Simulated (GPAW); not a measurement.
Computed results, one entry a study.

```
MgS (F-43m): G0W0 with GPAW, start to end
1.0
     0.00000    2.83312    2.83312
     2.83312    0.00000    2.83312
     2.83312    2.83312    0.00000
Mg S
1 1
Direct
  0.00000 0.00000 0.00000
  0.75000 0.75000 0.75000
# method: DFT, LDA, plane waves, PAW (and 1 further level or step)
# program: GPAW 26.7.0
# settings: cutoff 450 eV, GPAW PAW setups 1.2.1 data release, 4×4×4 k-mesh, nbands 154
# cost: 4 runs, 33 s in all on 4 MPI ranks of Arm Neoverse V1, shared host
# notes: The cell and positions are those that the Materials Project relaxed with its own functionals (PBE, PBE+U or r2SCAN), kept fixed. This is not the form that MgS usually takes at ambient conditions. The 4×4×4 mesh is coarse for this cell, which bears on the long-range parts of exchange and screening.
# LDA gap: 3.18 eV, direct
# G0W0 gap on the mesh: 4.90 eV
# GW settings: 4×4×4 mesh, 144 bands, screening to 125 eV, Godby-Needs plasmon pole
# known limits: short of the basis limit; coarse k mesh
```

[Long decimals in the printed logs are rounded to 6 places.]

[Logs are printed without paths, hosts, clocks, repeated set-up lines and the standing remarks that a program may print on its own settings, such as how far it seeks lower states.]

[Paths, hosts, dates, memory and timing lines, banners, echoed tables and standing remarks are left out of the program output; an Ansatz launch command may be rebuilt from the run's recorded settings. Measured values are a selection of at most five: reports struck by readers or far from the other reports are left out. None is set beside runs whose start may be inverted or whose files or cutoffs have a known fault.]

[Runs of the session that timed out or met a known fault of the program may be left out.]

[Hosts, paths, dates, database ids (printed as entryN), source tags and the programs' standing remarks are cut or masked in the printed files.]

[Where the starting crystal was built by hand or by swapping elements, it need not be the compound's stable phase.]
